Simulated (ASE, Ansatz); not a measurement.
# Rh(111) slab (48 atoms): support functions against a reference, part 2 of 2

Wanted: errors and times of a linear-scaling basis for Rh(111) slab (48 atoms). A setting counts as converged where the r.m.s. difference of forces stays under 1 % of the r.m.s. force.

Ansatz 0.2.0; Kohn-Sham DFT, PBE, PAW (set soft_2), plane waves.

The cell: 48 Rh. Beside vacuum, support functions can miss their usual error bounds without a warning.

So far. Step 4 (Support functions low): Forces differ from the reference by 1.3 meV/Å r.m.s., 0.41 % of their size, within a tolerance of 1 %; the energy by -2.6 meV/atom. Step 5 (Support functions medium, radius 3.77 Å): Forces differ from the reference by 1.4 meV/Å r.m.s., 0.42 % of their size, within a tolerance of 1 %; the energy by -2.6 meV/atom.

## 6. What each setting buys

Each row is set against the plane-wave reference (Kohn-Sham DFT, PBE, PAW (set soft_2), plane waves; r.m.s. force component 0.323 eV/Å). Energies are set beside the reference only for runs with its functional, potentials and electron count. Times are for 4 threads of Arm Neoverse V2, shared host. The reference's time includes the DOS and grids, which some other runs skip.

```csv
run,"Δ force, r.m.s. (meV/Å)",share of r.m.s. force (%),Δ energy (meV/atom),cycles,time,host memory (GiB)
reference,-,-,-,9,3.1 min,4.2
support functions medium,1.18,0.366,-2.58,11,2.3 min,3.6
support functions low,1.31,0.406,-2.58,10,2.2 min,3.5
"support functions medium, radius 3.77 Å",1.36,0.422,-2.57,12,2.4 min,3.4
```

## 7. What the reference run shows

With the settings judged, the reference run is read for its physics.

Neighbours are counted within 3.12 Å (Rh-Rh).

Length of the force by element and coordination:

```csv
element,coordination,atoms,mean length of the force (eV/Å),spread,least,most
Rh,all,48,0.523,0.197,0.111,0.982
Rh,9,24,0.442,0.158,0.111,0.909
Rh,12,24,0.604,0.198,0.175,0.982
```

The mean of these charges, 0.099 e, is only the charge that the projection spills.

Löwdin charges by element and coordination (they lack the spilled electrons, 0.099 e an atom on average):

```csv
element,coordination,atoms,mean charge (e),spread,least,most
Rh,all,48,0.0987,0.0346,0.052,0.141
Rh,9,24,0.0645,0.0057,0.052,0.0768
Rh,12,24,0.133,0.0039,0.126,0.141
```

Density of states as counts of states in windows of 1 eV (from the Fermi level), total and the larger projections:

```csv
from (eV),to (eV),total,Rh d,Rh s
-18,-8,0.0,0.0,0.0
-8,-7,1.2,0.0,1.2
-7,-6,4.7,1.0,3.7
-6,-5,54.8,43.8,10.4
-5,-4,66.3,60.0,5.4
-4,-3,62.3,58.8,2.6
-3,-2,96.2,89.7,4.9
-2,-1,69.6,64.8,3.6
-1,0,76.8,71.9,3.7
0,1,77.1,71.3,5.0
1,2,9.6,4.2,4.1
2,3,15.5,4.7,7.2
3,4,12.3,2.5,5.8
4,5,16.7,1.9,6.4
```

The stored curve holds about 432 of the 816 electrons; the rest, give or take the few that broadening carries across the Fermi level, lie in deeper levels below its range.

The levels nearest the highest filled one (over half full), pooled over k-points and spins:

```csv
level less the highest filled one (eV),occupation
-0.0226,1.12
-0.0162,1.08
-0.0149,1.08
-0.0147,1.08
-0.0061,1.03
0,1.00
0.0044,0.981
0.0112,0.948
0.014,0.933
0.0165,0.921
0.017,0.919
0.023,0.889
```

Planar average of the electrostatic potential energy along the normal, with the Fermi level as zero, after a running mean with a triangular window 4 Å wide at its base:

```csv
height (Å),potential energy (eV)
0.0,5.16
0.6,5.16
1.0,5.16
1.6,5.15
2.1,5.14
2.7,5.08
3.1,4.91
3.7,3.86
4.2,1.68
4.8,-2.94
5.2,-6.73
5.8,-10.82
6.4,-12.55
6.8,-12.79
7.4,-12.93
7.9,-13.09
8.5,-13.26
8.9,-13.29
9.5,-13.29
10.0,-13.30
10.6,-13.21
11.0,-13.09
11.6,-12.94
12.0,-12.77
12.6,-11.53
13.2,-7.93
13.7,-4.22
14.3,0.65
14.7,3.28
15.3,4.78
15.8,5.04
16.4,5.13
16.8,5.15
17.4,5.15
17.8,5.16
18.4,5.16
```

Electrostatic potential energy in the ca plane at fractional y = 0.000, with atoms of Rh within 0.2 Å of it. With pseudopotentials it is smooth inside the atoms' cores, unlike the true potential.

Ten even steps from '0' (-67 eV) to '9' (13 eV), each cell a mean:
```
99999999999961016999999999984004899999999999
99999999999986468988899877898658999999999999
99999999999999899976788745899999999999999999
99999999999998889986789756899889999999999999
99999999999974248998999988996225899999999999
99999999999950006999999999983002899999999999
99999999999961017999999999984003899999999999
99999999999986468988899878997557999999999999
99999999999999899986788756899999999999999999
99999999999998889987789767898889999999999999
99999999999984248998899988985226999999999999
99999999999960006999999999982003899999999999
99999999999961016999999999983004899999999999
99999999999986468987899878897557999999999999
99999999999999899976789856899889999999999999
99999999999998789986789866899889999999999999
99999999999972138998999988986226999999999999
99999999999950016999999999983003899999999999
99999999999961027999999999984004899999999999
99999999999986579988899877897557999999999999
99999999999999999975689745899889999999999999
99999999999998789986789856898778999999999999
99999999999974248998899988985215899999999999
99999999999960006999999999983002899999999999
```
Columns run along c (18.6 Å; values clipped at the 3rd and 97th percentile), rows up along a (10.8 Å). Atoms in or near the plane, at fractional coordinates: Rh at (0.32, 0.00), Rh at (0.68, 0.01), Rh at (0.32, 0.26), Rh at (0.68, 0.25), Rh at (0.32, 0.50), Rh at (0.67, 0.50), Rh at (0.32, 0.75), Rh at (0.68, 0.75).

Valence density in the ca plane at fractional y = 0.000, with atoms of Rh within 0.2 Å of it. It is the smooth field of the valence electrons, not physical close to the nuclei.

Ten steps, logarithmic in the rise over the least value, from '0' (0 e/Å³) to '9' (13 e/Å³), each cell a mean:
```
00000000000158985222222222236896310000000000
00000000000135653233322344324554100000000000
00000000000012322245433465322222100000000000
00000000000123332234433455322332100000000000
00000000000147764223322233235775200000000000
00000000000259985222211222237997310000000000
00000000000158985222221222236997310000000000
00000000000135653233322343224664200000000000
00000000000012322245433455322332100000000000
00000000000123432234433454323432100000000000
00000000000136764223322233235775200000000000
00000000000158985222211222247997300000000000
00000000000158985222221222237996300000000000
00000000000135653234322344334664100000000000
00000000000123332245432455322332100000000000
00000000000124432234432355323332100000000000
00000000000147874223222233235775200000000000
00000000000269985222211222237997310000000000
00000000000258974222221222237997310000000000
00000000000135542234322344334664200000000000
00000000000012222245533466422332100000000000
00000000000123432245432455323443100000000000
00000000000147864223322233235886200000000000
00000000000258985222211222237997310000000000
```
Columns run along c (18.6 Å), rows up along a (10.8 Å). Atoms in or near the plane, at fractional coordinates: Rh at (0.32, 0.00), Rh at (0.68, 0.01), Rh at (0.32, 0.26), Rh at (0.68, 0.25), Rh at (0.32, 0.50), Rh at (0.67, 0.50), Rh at (0.32, 0.75), Rh at (0.68, 0.75).

Löwdin charges run from +0.05 to +0.14 e, about a mean that is the spilled charge alone. Among metals such projection charges depend strongly on the orbitals used and are no measure of ionicity. Within 0.4 eV of the Fermi level the largest share is Rh d (95 % of the projected weight). The potential stands 5.16 eV above the Fermi level over the upper face and 5.16 eV under the lower one, a reading of the work function, with no dipole correction.

## 8. Local order

Bonds and neighbours are counted at the geometry of the runs.

Normalised to the volume that the atoms fill. Pair distribution function in bins of 0.2 Å:

```csv
r (Å),total
2.50,0.10
2.70,7.74
2.90,0.03
3.10,0.00
3.30,0.00
3.50,0.00
3.70,0.80
3.90,0.89
4.10,0.00
4.30,0.00
4.50,0.32
4.70,4.17
4.90,0.01
5.10,0.00
5.30,1.26
5.50,0.42
5.70,0.00
5.90,0.83
6.10,1.43
6.30,0.00
6.50,0.40
6.70,0.22
6.90,0.00
7.10,3.17
7.30,0.04
7.50,0.11
7.70,0.17
7.90,0.05
```

Bonds by pair of elements; cutoffs follow the first minimum of g(r), held within bounds set by covalent radii, and pairs that aren't listed don't count as bonded:

```csv
pair A-B,cutoff (Å),bonds,mean length (Å),spread (Å),shortest (Å),B about A,A about B
Rh-Rh,3.12,252,2.69,0.039,2.59,10.5,10.5
```

How many atoms have how many bonded neighbours:

```csv
element,mean,9,12
Rh,10.5,24,24
```

The first peak of g(r) lies near 2.69 Å. By these cutoffs 50 % of Rh atoms have 9 and as many 12 bonded neighbours.

Local excerpt of 13 atoms (numbers count through the whole input) about Rh15, which bears the longest force among the free atoms; x, y, z are measured from there.

```csv
atom,x,y,z,distance (Å),bonds,Löwdin charge (e),Fx,Fy,Fz (eV/Å)
Rh15,0.00,0.00,0.00,0.00,12,0.14,-0.20,0.85,-0.45
Rh3,1.35,-2.24,-0.04,2.61,12,0.13,0.04,-0.71,-0.10
Rh28,1.33,-0.71,2.14,2.62,9,0.08,0.05,-0.15,0.40
Rh16,-1.31,-0.70,2.16,2.62,9,0.07,-0.51,-0.40,0.01
Rh35,-1.31,-2.29,-0.08,2.64,12,0.13,-0.46,-0.36,0.61
Rh34,-0.03,-1.52,-2.19,2.67,12,0.13,0.25,0.16,-0.72
Rh27,2.67,0.05,0.00,2.67,12,0.14,0.08,0.05,-0.55
Rh47,-2.68,0.00,-0.06,2.68,12,0.13,-0.30,0.38,0.27
Rh14,1.30,0.81,-2.21,2.69,12,0.13,0.41,-0.01,-0.14
Rh19,1.38,2.36,-0.04,2.73,12,0.13,-0.72,0.10,0.08
Rh20,-0.04,1.57,2.23,2.73,9,0.06,0.22,0.40,-0.50
Rh7,-1.35,2.39,-0.02,2.75,12,0.13,0.27,-0.22,-0.04
Rh46,-1.38,0.85,-2.24,2.76,12,0.13,0.28,-0.49,-0.03
```

The column of bonds counts only the pairs Rh-Rh within 3.12 Å; other neighbours, such as metal atoms beside each other in a compound, aren't counted, and periodic images can show an atom twice.

## 9. Outcome

```yaml
free_energy_per_atom: -6402.4945 eV/atom
r_m_s_force_component: 0.3227 eV/Å
potential_in_mid_vacuum_over_the_fermi_level: 5.157 eV
wall_time_of_the_4_dft_runs: 10 min
```

Against plane waves at 420 eV, the forces differ by 1.2 meV/Å (0.37 %) with support functions medium. Differences between support functions and plane waves include what basis error the plane-wave run still has.

131 levels are partly filled, by over 2 % (on the run's k-points), as in a metal. The potential stands 5.16 eV above the Fermi level over the upper face and 5.16 eV under the lower one, a reading of the work function, with no dipole correction. Counting bonds as in the table, 50 % of Rh atoms have 9 and as many 12 bonded neighbours.

What to keep in mind: The geometry was built by rule, was displaced at random and isn't relaxed at this level: its force components are 0.32 eV/Å r.m.s.

[Logs are printed without paths, hosts, clocks, repeated set-up lines and the standing remarks that a program may print on its own settings, such as how far it seeks lower states.]

[Hosts, paths, dates, database ids (printed as entryN), source tags and the programs' standing remarks are cut or masked in the printed files.]
